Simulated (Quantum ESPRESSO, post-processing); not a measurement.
# C(111), F on both faces, stepped through the number of bilayers, part 5 of 9

What law, if any, do the results for C(111), F on both faces follow against the number of bilayers?

Quantum ESPRESSO 7.5; plane-wave DFT, PBE, GBRV ultrasoft pseudopotentials.

So far. Step 2 (Relaxing cell and ions of the reference):  The last row is no step: it is a fresh SCF in the final cell with a new plane-wave basis, -0 meV from the row before. Step 4 (Relaxing the ions, 2 bilayers): The relaxation lowers the energy by 14 meV an atom.

## 8. Electrostatic potential, 2 bilayers

File m0.f1.pot.in:

```
&inputpp
  prefix = 'm0.f1'
  outdir = './out'
  filplot = 'm0.f1.pot.dat'
  plot_num = 11
/
```

On the command line:

```
$ OMP_NUM_THREADS=1 mpirun -n 4 pp.x -in m0.f1.pot.in > m0.f1.pot.out
```

Log:

```text
[banner, memory and clock lines left out]
Program POST-PROC v.7.5 starts
[citation notice left out]

[...]
./out/m0.f1.save/

[...]
negative rho (up, down):  2.520E-04 0.000E+00

     Adding external electric field

     Computed dipole along edir(3) :
        Dipole                0.0303 Ry au,          0.0770 Debye
        Dipole field          0.0005 Ry au,

        E field amplitude [Ha a.u.]:  1.9447E-03
        Potential amp.        0.1129 Ry
        Total length         38.5422 bohr

     Calling punch_plot, plot_num =  11

     Adding external electric field

     Computed dipole along edir(3) :
        Dipole                0.0303 Ry au,          0.0770 Debye
        Dipole field          0.0005 Ry au,

        E field amplitude [Ha a.u.]:  1.9447E-03
        Potential amp.        0.1129 Ry
        Total length         38.5422 bohr

     Writing data to file  m0.f1.pot.dat
     Message from routine chdens:
     namelist plot not found or invalid, exiting
```

Elapsed: 1.4 s, on 4 MPI ranks of AMD EPYC 7R43, shared host; peak memory 0.1 GiB.

This step gave:

- slope of the potential above: 0.1001 eV/Å
- upper vacuum line continued to the top atoms, over the valence top: 7.863 eV
- slope of the potential below: 0.09994 eV/Å
- lower vacuum line continued to the bottom atoms, over the valence top: 7.856 eV

Electrostatic potential energy of an electron, with the sawtooth; zero at the highest filled level of the SCF mesh. The potential energy, planar mean by z:

| z (Å) | potential energy, planar mean (eV) |
| --- | --- |
| 0.0 | 7.46 |
| 0.5 | 7.11 |
| 1.0 | 7.16 |
| 1.5 | 7.21 |
| 2.0 | 7.26 |
| 2.5 | 7.31 |
| 3.0 | 7.36 |
| 3.5 | 7.41 |
| 4.0 | 7.46 |
| 4.5 | 7.51 |
| 5.0 | 7.56 |
| 5.5 | 7.61 |
| 6.0 | 7.65 |
| 6.5 | 7.66 |
| 7.0 | 7.30 |
| 7.5 | 2.99 |
| 8.0 | -6.69 |
| 8.5 | -0.729 |
| 9.0 | -8.84 |
| 9.5 | -19.9 |
| 10.0 | -14.3 |
| 10.5 | -2.19 |
| 11.0 | -7.15 |
| 11.5 | -19.4 |
| 12.0 | -15.8 |
| 12.5 | -2.18 |
| 13.0 | -4.18 |
| 13.5 | -3.08 |
| 14.0 | 6.55 |
| 14.5 | 7.84 |
| 15.0 | 8.02 |
| 15.5 | 8.08 |
| 16.0 | 8.13 |
| 16.5 | 8.19 |
| 17.0 | 8.24 |
| 17.5 | 8.29 |
| 18.0 | 8.34 |
| 18.5 | 8.39 |
| 19.0 | 8.44 |
| 19.5 | 8.48 |
| 20.0 | 8.54 |
| 20.5 | 8.59 |
| 21.0 | 7.90 |

The slope in the vacuum is 0.100 eV/Å for an applied 0.10 V/Å, as it should be.

## 9. Response between 0 and 0.1 V/A, ions held, 2 bilayers

The polarisability follows from the two dipoles.

Numbers from this step:

- change of slope in the vacuum: 0.10000 eV/Å
- polarisability a cell: 2.308 Å³
- sheet polarisability 4πα/A: 5.252 Å

Change of the potential energy, second field less first against z:

z (Å), change of the potential energy, second field less first (eV) and a bar from the least value:
```
      0.0     -0.399 #######
      0.5     -0.749 
      1.0     -0.699 #
      1.5     -0.649 ##
      2.0     -0.599 ###
      2.5     -0.549 ####
      3.0     -0.499 #####
      3.5     -0.449 ######
      4.0     -0.399 #######
      4.5     -0.349 ########
      5.0     -0.299 #########
      5.5     -0.249 ##########
      6.0     -0.199 ###########
      6.5     -0.150 ############
      7.0     -0.104 #############
      7.5     -0.069 ##############
      8.0     -0.051 ##############
      8.5     -0.039 ##############
      9.0     -0.026 ###############
      9.5     -0.017 ###############
     10.0     -0.013 ###############
     10.5     -0.003 ###############
     11.0      0.008 ###############
     11.5      0.017 ################
     12.0      0.020 ################
     12.5      0.034 ################
     13.0      0.045 ################
     13.5      0.060 ################
     14.0      0.086 #################
     14.5      0.128 ##################
     15.0      0.176 ###################
     15.5      0.226 ####################
     16.0      0.276 #####################
     16.5      0.326 ######################
     17.0      0.376 #######################
     17.5      0.426 ########################
     18.0      0.476 #########################
     18.5      0.526 ##########################
     19.0      0.576 ###########################
     19.5      0.626 ############################
     20.0      0.676 #############################
     20.5      0.726 ##############################
     21.0      0.038 ################
```

## 10. Bands along a path, 2 bilayers

Bands along a path place the edges.

File m0.bands.in:

```
&control
  prefix = 'm0.bands'
  outdir = './out'
  pseudo_dir = './pseudo'
  calculation = 'bands'
  tefield = .true.
  dipfield = .true.
/
&system
  ibrav = 0
  nat = 6
  ntyp = 2
  ecutwfc = 40
  ecutrho = 200
  occupations = 'smearing'
  smearing = 'fd'
  degauss = 0.002
  edir = 3
  emaxpos = 0.97
  eopreg = 0.04
  eamp = 0.0
  nbnd = 21
/
&electrons
  conv_thr = 1e-07
  mixing_beta = 0.4
  electron_maxstep = 120
  mixing_mode = 'local-TF'
/
ATOMIC_SPECIES
  F   18.9984  f_pbe_v1.4.uspp.F.UPF
  C   12.0110  c_pbe_v1.2.uspp.F.UPF
CELL_PARAMETERS angstrom
  2.52546400400000 0.00000000000000 0.00000000000000
  -1.26273200200000 2.18711598395179 0.00000000000000
  0.00000000000000 0.00000000000000 21.24547105877932
ATOMIC_POSITIONS crystal
  F   0.000000000000 0.000000000000 0.374868607500
  C   0.000000000000 0.000000000000 0.439646411100
  C   0.333333333300 0.666666666700 0.463454022700
  C   0.333333333300 0.666666666700 0.536545977300
  C   0.666666666700 0.333333333300 0.560353588900
  F   0.666666666700 0.333333333300 0.625131392500
K_POINTS crystal_b
4
  0.0000000000 0.0000000000 0.0000000000 10
  0.5000000000 0.0000000000 0.0000000000 10
  0.3333333333 0.3333333333 0.0000000000 10
  0.0000000000 0.0000000000 0.0000000000 1
```

On the command line:

```
$ cp -r out/m0.f0.save out/m0.bands.save
$ cp out/m0.f0.xml out/m0.bands.xml
$ OMP_NUM_THREADS=1 mpirun -n 4 pw.x -nk 4 -in m0.bands.in > m0.bands.out
```

Log:

```text
[banner, memory and clock lines left out]
Program PWSCF v.7.5 starts

          URL

     Presently no symmetry can be used with electric field

     Atomic positions and unit cell read from directory:
     ./out/m0.bands.save/

     G-vector sticks info

     bravais-lattice index     =            0
     lattice parameter (alat)  =       4.7724  a.u.
     unit-cell volume          =     791.9102 (a.u.)^3
     number of atoms/cell      =            6
     number of atomic types    =            2
     number of electrons       =        30.00
     number of Kohn-Sham states=           21
     kinetic-energy cutoff     =      40.0000  Ry
     charge density cutoff     =     200.0000  Ry
     Exchange-correlation= SLA  PW   PBE  PBE
                           (   1   4   3   4   0   0   0)

     celldm(1)=   4.772435  celldm(2)=   0.000000  celldm(3)=   0.000000
     celldm(4)=   0.000000  celldm(5)=   0.000000  celldm(6)=   0.000000

     crystal axes: (cart. coord. in units of alat)
               a(1) = (   1.000000   0.000000   0.000000 )
               a(2) = (  -0.500000   0.866025   0.000000 )
               a(3) = (   0.000000   0.000000   8.412502 )

     reciprocal axes: (cart. coord. in units 2 pi/alat)
               b(1) = (  1.000000  0.577350 -0.000000 )
               b(2) = (  0.000000  1.154701  0.000000 )
               b(3) = (  0.000000 -0.000000  0.118871 )

     PseudoPot. # 1 for F  read from file:
     ./pseudo/f_pbe_v1.4.uspp.F.UPF
     Pseudo is Ultrasoft, Zval =  7.0
     Generated by new atomic code, or converted to UPF format
     Using radial grid of  799 points,  4 beta functions with:
                l(1) =   0
                l(2) =   0
                l(3) =   1
                l(4) =   1
     Q(r) pseudized with  8 coefficients,  rinner =    0.950   0.950   0.950

     PseudoPot. # 2 for C  read from file:
     ./pseudo/c_pbe_v1.2.uspp.F.UPF
     Pseudo is Ultrasoft + core correction, Zval =  4.0
     Generated by new atomic code, or converted to UPF format
     Using radial grid of  721 points,  4 beta functions with:
                l(1) =   0
                l(2) =   0
                l(3) =   1
                l(4) =   1
     Q(r) pseudized with  8 coefficients,  rinner =    1.100   1.100   1.100

     atomic species   valence    mass     pseudopotential
     F                 7.00    18.99840     F ( 1.00)
     C                 4.00    12.01100     C ( 1.00)

     No symmetry found

   Cartesian axes

     site n.     atom                  positions (alat units)
         1        F      tau(   1) = (   0.0000000   0.0000000   3.1535829  )
         2        C      tau(   2) = (   0.0000000   0.0000000   3.6985263  )
         3        C      tau(   3) = (  -0.0000000   0.5773503   3.8988079  )
         4        C      tau(   4) = (  -0.0000000   0.5773503   4.5136941  )
         5        C      tau(   5) = (   0.5000000   0.2886751   4.7139757  )
         6        F      tau(   6) = (   0.5000000   0.2886751   5.2589191  )

     number of k points=    31  Fermi-Dirac smearing, width (Ry)=  0.0020
                       cart. coord. in units 2pi/alat
        k(    1) = (   0.0000000   0.0000000   0.0000000), wk =   0.0645161
        k(    2) = (   0.0500000   0.0288675   0.0000000), wk =   0.0645161
        k(    3) = (   0.1000000   0.0577350   0.0000000), wk =   0.0645161
        k(    4) = (   0.1500000   0.0866025   0.0000000), wk =   0.0645161
        k(    5) = (   0.2000000   0.1154701   0.0000000), wk =   0.0645161
        k(    6) = (   0.2500000   0.1443376   0.0000000), wk =   0.0645161
        k(    7) = (   0.3000000   0.1732051   0.0000000), wk =   0.0645161
        k(    8) = (   0.3500000   0.2020726   0.0000000), wk =   0.0645161
        k(    9) = (   0.4000000   0.2309401   0.0000000), wk =   0.0645161
        k(   10) = (   0.4500000   0.2598076   0.0000000), wk =   0.0645161
        k(   11) = (   0.5000000   0.2886751   0.0000000), wk =   0.0645161
        k(   12) = (   0.4833333   0.3175426   0.0000000), wk =   0.0645161
        k(   13) = (   0.4666667   0.3464102   0.0000000), wk =   0.0645161
        k(   14) = (   0.4500000   0.3752777   0.0000000), wk =   0.0645161
        k(   15) = (   0.4333333   0.4041452   0.0000000), wk =   0.0645161
        k(   16) = (   0.4166667   0.4330127   0.0000000), wk =   0.0645161
        k(   17) = (   0.4000000   0.4618802   0.0000000), wk =   0.0645161
        k(   18) = (   0.3833333   0.4907477   0.0000000), wk =   0.0645161
        k(   19) = (   0.3666667   0.5196152   0.0000000), wk =   0.0645161
        k(   20) = (   0.3500000   0.5484828   0.0000000), wk =   0.0645161
        k(   21) = (   0.3333333   0.5773503   0.0000000), wk =   0.0645161
        k(   22) = (   0.3000000   0.5196152   0.0000000), wk =   0.0645161
        k(   23) = (   0.2666667   0.4618802   0.0000000), wk =   0.0645161
        k(   24) = (   0.2333333   0.4041452   0.0000000), wk =   0.0645161
        k(   25) = (   0.2000000   0.3464102   0.0000000), wk =   0.0645161
        k(   26) = (   0.1666667   0.2886751   0.0000000), wk =   0.0645161
        k(   27) = (   0.1333333   0.2309401   0.0000000), wk =   0.0645161
        k(   28) = (   0.1000000   0.1732051   0.0000000), wk =   0.0645161
        k(   29) = (   0.0666667   0.1154701   0.0000000), wk =   0.0645161
        k(   30) = (   0.0333333   0.0577350   0.0000000), wk =   0.0645161
        k(   31) = (   0.0000000   0.0000000   0.0000000), wk =   0.0645161

     Dense  grid:    37909 G-vectors     FFT dimensions: (  24,  24, 192)

     Smooth grid:    27197 G-vectors     FFT dimensions: (  20,  20, 162)

     The potential is recalculated from file :
     ./out/m0.bands.save/charge-density

     negative rho (up, down):  2.520E-04 0.000E+00

     Adding external electric field

     Computed dipole along edir(3) :
        Dipole               -0.0000 Ry au,         -0.0000 Debye
        Dipole field         -0.0000 Ry au,

        Potential amp.        0.0000 Ry
        Total length         38.5422 bohr

     Starting wfcs are   24 randomized atomic wfcs

     Band Structure Calculation
     Davidson diagonalization with overlap

     ethr =  3.33E-10,  avg # of iterations = 37.3

     End of band structure calculation

          k = 0.0000 0.0000 0.0000 (  3405 PWs)   bands (ev):

   -27.6782 -27.6260 -22.0025 -18.6268 -12.4654  -9.6559  -6.4975  -5.8986
    -5.8986  -5.6279  -5.6279  -3.3911  -3.3911  -2.1836  -2.1836   1.7488
     4.5087   4.6853   4.6853   5.3074   5.4447

          k = 0.0500 0.0289 0.0000 (  3381 PWs)   bands (ev):

   -27.6536 -27.6026 -21.9485 -18.5805 -12.4289  -9.6436  -6.6059  -6.0095
    -5.9732  -5.7627  -5.6681  -3.5730  -3.4615  -2.3927  -2.2552   1.8879
     4.4188   4.8296   4.9089   5.4020   5.5241

          k = 0.1000 0.0577 0.0000 (  3381 PWs)   bands (ev):

   -27.5817 -27.5342 -21.7865 -18.4418 -12.3216  -9.6107  -6.9728  -6.4434
    -6.1865  -6.0201  -5.7884  -3.9936  -3.6381  -2.9278  -2.4515   2.2099
     4.2809   5.2438   5.3237   5.6594   5.7736

          k = 0.1500 0.0866 0.0000 (  3379 PWs)   bands (ev):

   -27.4678 -27.4257 -21.5168 -18.2114 -12.1506  -9.5731  -7.6863  -7.1463
    -6.5084  -6.3045  -5.9809  -4.4389  -3.8550  -3.6241  -2.7230   2.5535
     4.1287   5.7682   5.8587   5.8695   6.1699

          k = 0.2000 0.1155 0.0000 (  3342 PWs)   bands (ev):

   -27.3210 -27.2857 -21.1399 -17.8906 -11.9318  -9.5925  -8.6889  -7.9341
    -6.8941  -6.6528  -6.2269  -4.8215  -4.3373  -4.0665  -3.0140   2.7881
     4.0411   5.9116   6.3091   6.5653   6.6914

          k = 0.2500 0.1443 0.0000 (  3358 PWs)   bands (ev):

   -27.1538 -27.1257 -20.6570 -17.4813 -11.7143 -10.1169  -9.4467  -8.6835
    -7.2947  -7.0451  -6.4999  -5.2691  -4.8646  -4.2545  -3.2852   2.8445
     4.0890   5.9119   6.8780   7.2512   7.3370

          k = 0.3000 0.1732 0.0000 (  3384 PWs)   bands (ev):

   -26.9814 -26.9606 -20.0706 -16.9873 -11.8381 -10.9347 -10.0814  -9.0298
    -7.6684  -7.4262  -6.7693  -5.8470  -5.1277  -4.4135  -3.5162   2.7948
     4.2113   5.7924   7.1986   7.8302   8.0437

          k = 0.3500 0.2021 0.0000 (  3390 PWs)   bands (ev):

   -26.8211 -26.8068 -19.3864 -16.4162 -12.8456 -11.2858 -10.5846  -9.1304
    -7.9843  -7.7368  -7.0077  -6.3670  -5.3071  -4.5409  -3.6984   2.7511
     4.2877   5.4933   7.2334   8.2596   8.5151

          k = 0.4000 0.2309 0.0000 (  3396 PWs)   bands (ev):

   -26.6903 -26.6814 -18.6197 -15.7975 -13.9757 -12.1425 -10.4184  -9.2408
    -8.2223  -7.9373  -7.1930  -6.7648  -5.4467  -4.6346  -3.8295   2.7703
     4.1970   5.1992   7.3481   8.4599   8.5384

          k = 0.4500 0.2598 0.0000 (  3400 PWs)   bands (ev):

   -26.6043 -26.5995 -17.8280 -15.4520 -14.6710 -13.0282 -10.1895  -9.3789
    -8.3696  -8.0337  -7.3098  -7.0140  -5.5413  -4.6919  -3.9084   2.8531
     3.9440   5.0898   7.5619   8.1889   8.6899

          k = 0.5000 0.2887 0.0000 (  3400 PWs)   bands (ev):

   -26.5740 -26.5713 -17.3507 -15.8137 -14.3775 -13.5921 -10.0803  -9.4561
    -8.4194  -8.0600  -7.3498  -7.0990  -5.5754  -4.7112  -3.9347   2.9144
     3.7973   5.0741   7.7716   7.9503   8.7374

          k = 0.4833 0.3175 0.0000 (  3404 PWs)   bands (ev):

   -26.5711 -26.5684 -17.3342 -15.7972 -14.3613 -13.5822 -10.0740  -9.4577
    -8.5091  -8.0599  -7.4310  -7.0716  -5.5908  -4.7272  -3.9839   3.0483
     3.8236   5.1709   7.7971   7.9269   8.7055

          k = 0.4667 0.3464 0.0000 (  3406 PWs)   bands (ev):

   -26.5627 -26.5601 -17.2849 -15.7477 -14.3128 -13.5534 -10.0594  -9.4650
    -8.7573  -8.0647  -7.6365  -7.0195  -5.6378  -4.7667  -4.1223   3.4294
     3.8916   5.4540   7.8393   7.8779   8.6486

          k = 0.4500 0.3753 0.0000 (  3408 PWs)   bands (ev):

   -26.5494 -26.5469 -17.2034 -15.6657 -14.2328 -13.5093 -10.0585  -9.4871
    -9.1059  -8.0800  -7.9277  -6.9574  -5.7155  -4.8132  -4.3285   3.9837
     4.0032   5.8905   7.6665   8.0279   8.6384

          k = 0.4333 0.4041 0.0000 (  3404 PWs)   bands (ev):

   -26.5321 -26.5297 -17.0907 -15.5516 -14.1226 -13.4577 -10.1560  -9.5471
    -9.4245  -8.2616  -8.1109  -6.8831  -5.8163  -4.8540  -4.5785   4.0912
     4.6870   6.4107   7.4485   8.2789   8.7067

          k = 0.4167 0.4330 0.0000 (  3398 PWs)   bands (ev):

   -26.5121 -26.5100 -16.9486 -15.4063 -13.9847 -13.4137 -10.4816  -9.6935
    -9.5316  -8.5661  -8.1638  -6.7946  -5.9253  -4.8858  -4.8522   4.2124
     5.3405   6.9162   7.3073   8.6824   8.8547

          k = 0.4000 0.4619 0.0000 (  3405 PWs)   bands (ev):

   -26.4912 -26.4893 -16.7804 -15.2312 -13.8232 -13.4065 -10.9203  -9.9790
    -9.4817  -8.7630  -8.2454  -6.6914  -6.0251  -5.1348  -4.9099   4.3478
     5.7036   7.3284   7.4631   9.1016   9.2655

          k = 0.3833 0.4907 0.0000 (  3413 PWs)   bands (ev):

   -26.4711 -26.4695 -16.5923 -15.0282 -13.6463 -13.4859 -11.2998 -10.3805
    -9.3712  -8.8483  -8.3602  -6.5738  -6.1009  -5.4143  -4.9284   4.4980
     5.6752   7.6443   7.9322   9.5089   9.9435

          k = 0.3667 0.5196 0.0000 (  3393 PWs)   bands (ev):

   -26.4540 -26.4528 -16.3971 -14.8007 -13.6986 -13.4700 -11.5170 -10.8175
    -9.2307  -8.8701  -8.5079  -6.4429  -6.1436  -5.6806  -4.9424   4.6629
     5.4772   7.8983   8.3987   9.8074  10.1345

          k = 0.3500 0.5485 0.0000 (  3393 PWs)   bands (ev):

   -26.4420 -26.4414 -16.2242 -14.5557 -14.0164 -13.3271 -11.5524 -11.2071
    -9.0722  -8.8627  -8.6825  -6.3001  -6.1513  -5.9252  -4.9518   4.8421
     5.2478   8.1033   8.7474   9.3757  10.8850

          k = 0.3333 0.5774 0.0000 (  3369 PWs)   bands (ev):

   -26.4374 -26.4372 -16.1420 -14.3125 -14.3125 -13.2705 -11.4550 -11.4549
    -8.9339  -8.8427  -8.8426  -6.1614  -6.1259  -6.1257  -4.9553   5.0346
     5.0346   8.2072   9.0228   9.0228  11.3650

          k = 0.3000 0.5196 0.0000 (  3397 PWs)   bands (ev):

   -26.4592 -26.4574 -16.5939 -14.2947 -14.1980 -13.2220 -11.3157 -11.0492
    -9.3119  -8.7947  -8.5037  -6.4592  -5.9916  -5.8142  -4.9371   4.7136
     5.4453   7.6721   9.0361   9.4844  10.8089

          k = 0.2667 0.4619 0.0000 (  3397 PWs)   bands (ev):

   -26.5302 -26.5255 -17.5472 -14.8843 -13.6368 -12.6036 -10.6669 -10.5201
    -9.7213  -8.7572  -8.0814  -6.5884  -5.7659  -5.4639  -4.8739   4.5466
     5.7868   6.9003   9.2068   9.8349  10.1744

          k = 0.2333 0.4041 0.0000 (  3385 PWs)   bands (ev):

   -26.6532 -26.6442 -18.5346 -15.6966 -12.7646 -11.7819 -10.2450  -9.8491
    -9.7728  -8.7282  -7.6185  -6.5041  -5.4710  -5.1069  -4.7557   4.4957
     5.5171   6.7325   8.7171   9.5313   9.7743

          k = 0.2000 0.3464 0.0000 (  3371 PWs)   bands (ev):

   -26.8208 -26.8058 -19.4340 -16.4494 -11.8994 -10.8916 -10.4372  -9.1566
    -9.0848  -8.5853  -7.1307  -6.2035  -5.1540  -4.7498  -4.5504   4.4912
     4.7908   6.8455   8.0476   8.7180   8.9532

          k = 0.1667 0.2887 0.0000 (  3375 PWs)   bands (ev):

   -27.0164 -26.9939 -20.2111 -17.1038 -11.5760 -10.0636 -10.0265  -8.7615
    -8.4546  -7.9168  -6.6669  -5.7102  -4.8924  -4.3888  -4.1880   4.0701
     4.4660   6.5332   7.6085   7.7148   7.9956

          k = 0.1333 0.2309 0.0000 (  3355 PWs)   bands (ev):

   -27.2181 -27.1872 -20.8532 -17.6470 -11.7822  -9.6212  -9.0240  -8.2303
    -7.7272  -7.1539  -6.2851  -5.0735  -4.6817  -4.0065  -3.6735   3.4223
     4.4014   6.0401   6.8128   7.0514   7.1700

          k = 0.1000 0.1732 0.0000 (  3363 PWs)   bands (ev):

   -27.4029 -27.3638 -21.3551 -18.0735 -12.0528  -9.5597  -7.9737  -7.3711
    -7.0225  -6.5404  -6.0083  -4.4358  -4.3841  -3.5702  -3.1075   2.8501
     4.3361   5.6109   6.0806   6.4224   6.4381

          k = 0.0667 0.1155 0.0000 (  3369 PWs)   bands (ev):

   -27.5505 -27.5046 -21.7145 -18.3802 -12.2749  -9.5980  -7.1309  -6.5415
    -6.4226  -6.1147  -5.8142  -4.0714  -3.8138  -3.0250  -2.6090   2.3444
     4.3284   5.2362   5.4909   5.8259   5.8957

          k = 0.0333 0.0577 0.0000 (  3385 PWs)   bands (ev):

   -27.6455 -27.5949 -21.9305 -18.5650 -12.4168  -9.6396  -6.6434  -6.0321
    -6.0177  -5.8031  -5.6796  -3.6216  -3.4914  -2.4499  -2.2860   1.9306
     4.4071   4.8632   4.9718   5.4344   5.5516

          k = 0.0000 0.0000 0.0000 (  3405 PWs)   bands (ev):

   -27.6782 -27.6260 -22.0025 -18.6268 -12.4654  -9.6559  -6.4975  -5.8986
    -5.8986  -5.6279  -5.6279  -3.3911  -3.3911  -2.1836  -2.1836   1.7488
     4.5087   4.6853   4.6853   5.3074   5.4447

     XML data file, pseudopotentials, collected wavefunctions

                                        0.00s GPU  (     372 calls)
```

Elapsed: 5.7 s, on 4 MPI ranks; peak memory 0.28 GiB.

Read from the output:

| Item | Value |
| --- | --- |
| dipole along the normal | 0 e·Å |
| valence top, on the run's zero | -2.184 eV |
| conduction bottom, on the run's zero | 1.749 eV |
| gap by band count | 3.932 eV |

Band numbers count within the set of bands kept for display. Electronic bands along the path, in eV, zero at the highest filled level of the SCF mesh; v1 is the highest filled band, c1 the lowest empty one:

| point | v4 | v3 | v2 | v1 | c1 | c2 | c3 | c4 |
| --- | --- | --- | --- | --- | --- | --- | --- | --- |
| Γ | -1.21 | -1.21 | 0.00 | 0.00 | 3.93 | 6.69 | 6.87 | 6.87 |
| halfway | -3.09 | -2.68 | -2.07 | -1.10 | 5.03 | 6.27 | 8.10 | 9.06 |
| M | -4.92 | -3.39 | -2.53 | -1.75 | 5.10 | 5.98 | 7.26 | 9.96 |
| halfway | -4.61 | -3.74 | -2.70 | -2.67 | 6.40 | 7.52 | 9.10 | 9.49 |
| K | -3.98 | -3.94 | -3.94 | -2.77 | 7.22 | 7.22 | 10.39 | 11.21 |
| halfway | -3.53 | -2.71 | -2.20 | -2.00 | 6.25 | 6.65 | 8.72 | 9.79 |
| Γ | -1.21 | -1.21 | 0.00 | 0.00 | 3.93 | 6.69 | 6.87 | 6.87 |

Along this path the valence top lies at Γ and the conduction bottom at Γ.

(Continued in part 6 of 9.)

[Logs are printed without paths, hosts, clocks, repeated set-up lines and the standing remarks that a program may print on its own settings, such as how far it seeks lower states.]

[Hosts, paths, dates, database ids (printed as entryN), source tags and the programs' standing remarks are cut or masked in the printed files.]

[Maps of the electrostatic potential energy from Ansatz leave out the sawtooth potential of an applied field or a dipole correction, so their vacuum need not be flat; planar profiles and work functions include it.]
